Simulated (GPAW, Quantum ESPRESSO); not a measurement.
# Al K-edge XANES of ScAl (Pm-3m), part 2 of 2

Aim: the Al K edge of ScAl (Pm-3m) by two routes, a Lanczos recursion (XSpectra) and a sum over empty bands (GPAW), to see which features are robust.

Quantum ESPRESSO 7.5 and GPAW 26.7.0; core-hole supercells, plane-wave PAW LDA.

So far. Step 10 (The field without a hole (GPAW)): The mesh shows no gap, so the system is treated as a metal and the core electron is put at the Fermi level (neutral cell). Step 11 (Spectrum without a core hole, Al atom 2 (GPAW)): Main maxima below 24 eV (height): 1.0 eV (1.18), 6.8 eV (2.15), 10.3 eV (1.35), 12.4 eV (1.30) and 22.2 eV (1.23). 

### 13. Spectrum with XCH, Al atom 2 (GPAW)

The holes are 5.8 Å apart. The excited electron is kept in the cell, where it fills the lowest empty states and screens the hole. After the field has converged, empty bands are computed with the density fixed and the dipole matrix elements are summed.

xas.py reads:

```python
import numpy as np
from ase import Atoms
from ase.parallel import parprint, paropen
from gpaw import GPAW, PW, FermiDirac, Mixer, MixerDif, setup_paths
from gpaw.test import gen
setup_paths.insert(0, '.')
gen('Al', name='fch1s', xcname='LDA', corehole=(1, 0, 1), write_xml=True)
from gpaw.mpi import world
world.barrier()

atoms = Atoms('Sc4Al4',
    cell=[[3.37034897, 3.37034897, 3.37034897],
     [-3.37034897, 3.37034897, -3.37034897],
     [-3.37034897, -3.37034897, 3.37034897]],
    scaled_positions=[[0.5, 0, 0],
     [0.5, 0.5, 0.5],
     [0, 0, 0.5],
     [0, 0.5, 0],
     [0, 0, 0],
     [0, 0.5, 0.5],
     [0.5, 0, 0.5],
     [0.5, 0.5, 0]],
    pbc=True)
atoms.calc = calc = GPAW(legacy_gpaw=True, mode=PW(500, force_complex_dtype=True), xc='LDA', setups={4: 'fch1s'},
    kpts={'size': (5, 5, 5), 'gamma': True}, occupations=FermiDirac(0.1),
    charge=-1, mixer=Mixer(0.1, 5, 50), maxiter=150,
    convergence={'density': 0.0001, 'eigenstates': 1e-6}, txt='scf.txt')
energy = atoms.get_potential_energy() + calc.get_reference_energy()
ef = calc.get_fermi_level()
out = dict(energy=energy, fermi=ef, forces=atoms.get_forces().tolist())
parprint(f'all-electron energy {energy:.4f} eV, Fermi level {ef:.4f} eV')
ev = np.array([[calc.get_eigenvalues(k, s) for k in range(len(calc.get_ibz_k_points()))] for s in range(calc.get_number_of_spins())])
out['homo'], out['lumo'], out['counts'] = ev[ev < ef].max(), ev[ev > ef].min(), sorted(set((ev < ef).sum((0, 2)).tolist()))
out['filled'] = (ev[:, 0] < ef).sum(1).tolist()

from ase.units import Ha
from gpaw.xas import dipole_matrix_elements
nb = int(calc.get_number_of_electrons() / 2) + 114
top, nb = nb, nb + 8 + nb // 12
nscf = calc.fixed_density(kpts={'size': (7, 7, 7), 'gamma': True}, nbands=nb,
    convergence={'bands': top, 'eigenstates': 5e-3}, maxiter=60, txt='nscf.txt')
cell = atoms.cell.array
ops = [cell.T @ U.T @ np.linalg.inv(cell.T) for U in nscf.wfs.kd.symmetry.op_scc]
E = np.arange(-6, 34, 0.1)
fwhm = np.interp(E, [4, 25], [0.9, 3.5])
Y, X, zero, highest = 0, 0, 1e9, 1e9
for spin in range(nscf.get_number_of_spins()):
    wfs = nscf.wfs
    mine = wfs.bd.get_slice()  # this rank's bands
    A = dipole_matrix_elements(wfs.setups[4])
    eps = np.zeros((wfs.kd.nibzkpts, nb))
    d = np.zeros((3, A.shape[1], wfs.kd.nibzkpts, nb), complex)
    for kpt in wfs.kpt_u:
        if kpt.s == spin and 4 in kpt.P_ani:
            eps[kpt.k, mine] = kpt.eps_n * Ha
            d[:, :, kpt.k, mine] = (kpt.weight * wfs.nspins / 2) ** 0.5 * np.inner(A, kpt.P_ani[4])
    world.sum(eps)
    world.sum(d)
    T = np.einsum('amkn,bmkn->abkn', d, d.conj()).real
    T = sum(np.einsum('ai,ijkn,bj->abkn', R, T, R) for R in ops) / len(ops)
    empty = eps > ef
    zero, highest = min(zero, eps[empty].min()), min(highest, eps[:, top - 1].min())
    lines = [(eps, T, empty)] if spin == 0 else lines + [(eps, T, empty)]
for eps, T, empty in lines:
    f = np.einsum('aakn->akn', T).reshape(3, -1)
    x = eps.ravel() - zero
    w = np.interp(x, E, fwhm) / 2.35482
    g = np.exp(-0.5 * ((E[:, None] - x) / w) ** 2) / (w * (2 * np.pi) ** 0.5)
    Y = Y + (f * empty.ravel()) @ g.T
    X = X + (f * ~empty.ravel()) @ g.T
out.update(E=E.round(2).tolist(), xas=Y.tolist(), xes=X.tolist(), zero=zero, valid=highest - zero, nk=len(eps), nb=nb)
for i in range(0, len(E), 10):
    parprint(f'{E[i]:7.2f}', *(f'{v:10.3e}' for v in Y[:, i]))
import json
with paropen('out.json', 'w') as f:
    json.dump(out, f)
```

Launch:

```
OMP_NUM_THREADS=1 mpirun -n 4 gpaw python xas.py
```

It took 74 s on 4 MPI ranks of AMD EPYC 7R32 (Zen 2), shared host; peak memory 0.36 GiB; 4.9 min of CPU time.

The Al K spectrum, Al atom 2, excited-electron core hole (neutral cell) (energy from the lowest empty level; intensity scaled to a mean of 1 over the first 20 eV):

```csv
E (eV),intensity
-2.0,0.00
-1.5,0.00
-1.0,0.00
-0.5,0.10
0.0,0.65
0.5,1.34
1.0,1.21
1.5,0.59
2.0,0.32
2.5,0.45
3.0,0.92
3.5,1.35
4.0,1.44
4.5,1.53
5.0,1.92
5.5,2.30
6.0,2.18
6.5,1.55
7.0,0.97
7.5,0.72
8.0,0.74
8.5,0.90
9.0,1.06
9.5,1.16
10.0,1.18
10.5,1.16
11.0,1.11
11.5,1.02
12.0,0.91
12.5,0.85
13.0,0.83
13.5,0.83
14.0,0.79
14.5,0.72
15.0,0.64
15.5,0.57
16.0,0.52
16.5,0.51
17.0,0.54
17.5,0.61
18.0,0.71
18.5,0.83
19.0,0.96
19.5,1.08
20.0,1.18
20.5,1.22
21.0,1.22
21.5,1.17
22.0,1.11
22.5,1.06
23.0,1.02
23.5,0.99
24.0,0.98
24.5,0.98
25.0,0.99
25.5,1.00
26.0,1.00
26.5,1.01
27.0,1.01
27.5,1.01
28.0,1.00
28.5,0.97
29.0,0.93
29.5,0.89
30.0,0.84
30.5,0.81
31.0,0.79
31.5,0.80
32.0,0.83
```

Main maxima below 24 eV (height): 0.7 eV (1.40), 5.7 eV (2.33), 10.0 eV (1.18) and 20.7 eV (1.22). 

The total-energy difference is 1563.16 eV. With the free-atom term of -13.88 eV for this edge, the photon energy is 1549.28 eV.

### 14. The two programs side by side

The line shapes differ (Lorentzian half width 0.4 eV up to 4 eV, rising linearly to 1.75 eV at 25 eV (not a setting of the program: the run's 0.4 eV curve was folded afterwards with a further Lorentzian above 4 eV), against Gaussian full width 0.9 eV up to 4 eV, rising linearly to 3.5 eV at 25 eV), so both get a further Gaussian of 1.5 eV full width before they are compared; the Lorentzian tails remain.

| E (eV) | XSpectra | GPAW |
| --- | --- | --- |
| -2.00 | 0.10 | 0.00 |
| -1.25 | 0.17 | 0.06 |
| -0.50 | 0.38 | 0.33 |
| 0.25 | 0.71 | 0.81 |
| 1.00 | 0.82 | 0.92 |
| 1.75 | 0.71 | 0.64 |
| 2.50 | 0.78 | 0.66 |
| 3.25 | 1.09 | 1.06 |
| 4.00 | 1.40 | 1.43 |
| 4.75 | 1.63 | 1.77 |
| 5.50 | 1.74 | 2.00 |
| 6.25 | 1.54 | 1.73 |
| 7.00 | 1.18 | 1.16 |
| 7.75 | 0.98 | 0.86 |
| 8.50 | 0.99 | 0.92 |
| 9.25 | 1.06 | 1.07 |
| 10.00 | 1.09 | 1.14 |
| 10.75 | 1.06 | 1.11 |
| 11.50 | 0.99 | 1.01 |
| 12.25 | 0.92 | 0.90 |
| 13.00 | 0.86 | 0.84 |
| 13.75 | 0.82 | 0.79 |
| 14.50 | 0.78 | 0.71 |
| 15.25 | 0.72 | 0.62 |
| 16.00 | 0.69 | 0.55 |
| 16.75 | 0.70 | 0.55 |
| 17.50 | 0.76 | 0.63 |
| 18.25 | 0.84 | 0.78 |
| 19.00 | 0.95 | 0.95 |
| 19.75 | 1.05 | 1.10 |
| 20.50 | 1.10 | 1.18 |
| 21.25 | 1.09 | 1.18 |
| 22.00 | 1.05 | 1.11 |
| 22.75 | 1.02 | 1.05 |
| 23.50 | 1.00 | 1.00 |
| 24.25 | 0.99 | 0.99 |
| 25.00 | 0.99 | 0.99 |
| 25.75 | 0.99 | 1.00 |
| 26.50 | 0.99 | 1.01 |
| 27.25 | 0.98 | 1.01 |
| 28.00 | 0.96 | 0.99 |
| 28.75 | 0.93 | 0.95 |
| 29.50 | 0.88 | 0.89 |
| 30.25 | 0.84 | 0.83 |
| 31.00 | 0.83 | 0.81 |
| 31.75 | 0.83 | 0.82 |

|  | XSpectra | GPAW |
| --- | --- | --- |
| k mesh of the spectrum | 6×6×6 | 7×7×7 |
| cutoff (eV) | 680 | 500 |
| highest intensity below 16 eV after the common broadening, eV (height) | 5.5 (1.74) | 5.5 (2.00) |
| zero, corrected photon energy (eV) | 1549.4 | 1549.3 |
| core time, hole field and spectrum | 9.2 min | 4.9 min |

### 15. What the core hole does

XSpectra's curves. Both curves are counted from their own zero, so only the shift of weight within the empty states shows.

```
E (eV)  no hole   XCH
  -2.0     0.05  0.07
  -1.0     0.09  0.13
   0.0     0.35  0.61
   1.0     0.92  0.96
   2.0     0.47  0.51
   3.0     0.50  0.93
   4.0     0.86  1.34
   5.0     0.96  1.73
   6.0     1.29  1.99
   7.0     1.90  1.02
   8.0     1.24  0.88
   9.0     0.90  1.13
  10.0     1.42  1.21
  11.0     1.15  1.12
  12.0     1.45  0.93
  13.0     1.21  0.83
  14.0     1.12  0.94
  15.0     1.21  0.70
  16.0     0.82  0.52
  17.0     0.64  0.62
  18.0     0.68  0.71
  19.0     0.71  0.98
  20.0     0.91  1.31
  21.0     1.44  1.50
  22.0     1.19  1.00
  23.0     1.47  1.11
  24.0     1.17  1.04
  25.0     1.12  1.08
  26.0     1.44  1.21
  27.0     1.65  1.13
  28.0     1.27  1.05
  29.0     1.23  1.15
  30.0     1.39  0.72
  31.0     1.06  0.78
  32.0     0.92  0.94
```

With each curve scaled to its own mean, the area from −2 to 6 eV with the hole is 7.3 against 4.8, and the centre of weight from −1 to 20 eV moves by -0.7 eV: the hole pulls the absorber's empty states down.

### 16. What came out

```json
{
  "absorber and edge": "Al K, atom 2 of the ground-state input (counted from 1)",
  "surroundings": "8 Sc at 2.92 Å and 6 Al at 3.37 Å (cube and octahedron, as in bcc, site symmetry m-3m)",
  "highest intensity below 16 eV (XSpectra, narrow line)": "5.8 eV above the zero, height 2.04",
  "photon energy of the zero, with the added terms": "1549.4 eV (raw 1563.3 eV; LDA puts this hole about 7 eV below PBE, itself good to a few eV)"
}
```

What this shows: The two programs agree closely: 10 % r.m.s. remains over the first 14 eV after a relative shift of 0.0 eV, and their photon-energy zeros differ by 0.2 eV. In XSpectra the Al K edge of atom 2, with 8 Sc at 2.92 Å and 6 Al at 3.37 Å (cube and octahedron, as in bcc, site symmetry m-3m), has its highest intensity of the first 16 eV at 5.8 eV above the zero, near 1555 eV in photon energy (LDA puts this hole about 7 eV below PBE, itself good to a few eV), 2.0 times the mean level of the first 20 eV (Lorentzian half width 0.4 eV). In XSpectra: With each curve scaled to its own mean, the area from −2 to 6 eV with the hole is 7.3 against 4.8, and the centre of weight from −1 to 20 eV moves by -0.7 eV: the hole pulls the absorber's empty states down. In GPAW: With each curve scaled to its own mean, the area from −2 to 6 eV with the hole is 7.6 against 4.8, and the centre of weight from −1 to 20 eV moves by -0.8 eV: the hole pulls the absorber's empty states down. 3 further runs of this session are left out of this account as redundant. The holes are only 5.8 Å apart, so the shape is probably not converged with cell size; no larger cell was run here. Lifetime broadening is put in by hand, and intensities beyond about 20 eV depend on it and on the partial waves. The structure is a computed Materials Project entry and may be a hypothetical form.

[Logs are printed without paths, hosts, clocks, repeated set-up lines and the standing remarks that a program may print on its own settings, such as how far it seeks lower states.]

[Hosts, paths, dates, database ids (printed as entryN), source tags and the programs' standing remarks are cut or masked in the printed files.]

[Lists of maxima count a maximum above −3 eV only where it reaches 4 % of the highest in the window and stands out from its surroundings by 2 % of it (1.5 % where it reaches 55 %); shoulders and weaker maxima are passed over, and of the rest the first, up to two pre-edge ones and the few strongest are named.]
